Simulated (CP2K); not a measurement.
Consider trimethylphosphine oxide at its PBE geometry (Å).

```xyz
14

C     1.6170    0.0894   -0.3822
P     0.0966   -0.1929    0.5734
C    -0.8695   -1.3513   -0.4420
C    -0.8099    1.3817    0.4761
O     0.3380   -0.6677    1.9659
H     1.4072    0.4444   -1.4005
H     2.2356    0.8305    0.1404
H     2.1782   -0.8527   -0.4368
H    -1.8391   -1.5295    0.0407
H    -1.0340   -0.9706   -1.4593
H    -0.3293   -2.3055   -0.4967
H    -0.9693    1.7043   -0.5620
H    -0.2397    2.1533    1.0102
H    -1.7820    1.2665    0.9730
```

Method: CP2K XAS_TDP, all-electron GAPW, PBEh(45%), aug-cc-pVDZ, TDA, no relativity.

Question: Where do the C K-edge lines lie, and how strong are they?

Leading lines: C1 284.51 eV. The leading line of an atom is its first one with 35 % of the strongest within 2.5 eV of its lowest line over the strength cut. 

The first six lines of each atom with a strength over 0.0015:

| atom | energy (eV) | states | strength, one atom |
| --- | --- | --- | --- |
| C1 (bonded to P and 3 H), 3 alike | 283.76 | 1 | 0.0063 |
|  | 284.51 | 1 | 0.0189 |
|  | 284.67 | 1 | 0.0216 |
|  | 285.14 | 1 | 0.0016 |
|  | 285.22 | 1 | 0.0199 |
|  | 286.00 | 1 | 0.0027 |

Lines are vertical, at one geometry, with no vibrational structure. Without a correction of the core level, line positions, and the gaps between valence and Rydberg lines, follow the share of exact exchange. At this level such K lines come out 3 to 6 eV under measured ones. These values hold no scalar relativity, about 0.1 eV for C 1s. Rydberg lines, and the discretised continuum above threshold, depend on the basis and the box.

[Banner, clock and machine lines of the logs are left out without a mark of their own.]

[Logs are printed without paths, hosts, clocks, repeated set-up lines and the standing remarks that a program may print on its own settings, such as how far it seeks lower states.]

[Hosts, paths, dates, database ids (printed as entryN), source tags and the programs' standing remarks are cut or masked in the printed files.]
